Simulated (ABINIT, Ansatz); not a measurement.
Entries from a set of simulations; values are calculated unless marked as measured.

A GW chain in ABINIT: ZrZnF6 (Fm-3m). The structure is cubic, space group Fm-3m (No. 225). The conventional cell has a = 8.058 Å, b = 8.058 Å, c = 8.058 Å, α = 90.00°, β = 90.00°, γ = 90.00°. Nearest to Zr lie 6 F at 2.01 Å. Nearest to Zn lie 6 F at 2.02 Å. F has 1 Zr at 2.01 Å and 1 Zn at 2.02 Å nearest. Farther neighbours, and contacts between anions beyond the nearest, are not listed. The calculation used RPA screening on PBEsol, plane waves, norm-conserving pseudopotentials (and 2 further levels or steps) in ABINIT 10.8.3, with cutoff 38 Ha, PseudoDojo scalar-relativistic 0.4.1 standard, norm-conserving, ngkpt (2, 2, 2), nband 249, ecuteps 6.5 Ha, inclvkb 2, shiftk (0, 0, 0), symchi 1, awtr 1, frequency ppm, 2×2×2 k-mesh. The PBEsol gap is 6.31 eV, direct and the G0W0 gap on the mesh is 10.74 eV. The GW settings are 2×2×2 mesh, 249 bands, screening to 176.9 eV, Godby-Needs plasmon pole and the known limits are short of the basis limit; d shell near the gap, gap tends to lie low; no spin-orbit coupling; coarse k mesh. It took 5 runs, 7.7 min in all on 4 MPI ranks of Arm Neoverse V2, shared host. G0W0 moves the gap on the mesh from 6.31 eV to 10.74 eV (+4.42 eV), with Z of 0.82 and 0.85 at the edges. Local fields lower the RPA ε∞ on this mesh from 2.35 to 2.17; a Γ-centred mesh this coarse tends to raise both, most where the direct gap is narrow, while a short band sum lowers them. The program's warnings: nproc spkpt=  >= nkpt= * nsppol=. The cell and positions are those that the Materials Project relaxed with its own functionals (PBE, PBE+U or r2SCAN), kept fixed. Limits: d shell near the gap, gap tends to lie low; no spin-orbit coupling. The 2×2×2 mesh is coarse for this cell, which bears on the long-range parts of exchange and screening.

[Paths, hosts, dates, memory and timing lines, banners, echoed tables and standing remarks are left out of the program output; an Ansatz launch command may be rebuilt from the run's recorded settings. Measured values are a selection of at most five: reports struck by readers or far from the other reports are left out. None is set beside runs whose start may be inverted or whose files or cutoffs have a known fault.]

[Runs of the session that timed out or met a known fault of the program may be left out.]

[Hosts, paths, dates, database ids (printed as entryN), source tags and the programs' standing remarks are cut or masked in the printed files.]

[G0W0 gaps are taken among the corrected bands and points alone; a level outside them can change the order at an edge.]

[Where Ansatz stands beside ABINIT at settings called matched, ABINIT's density can come from a denser mesh and the files from another edition; pairs whose starting gaps differed by over 0.03 eV were left out, so agreement reads better than it is.]
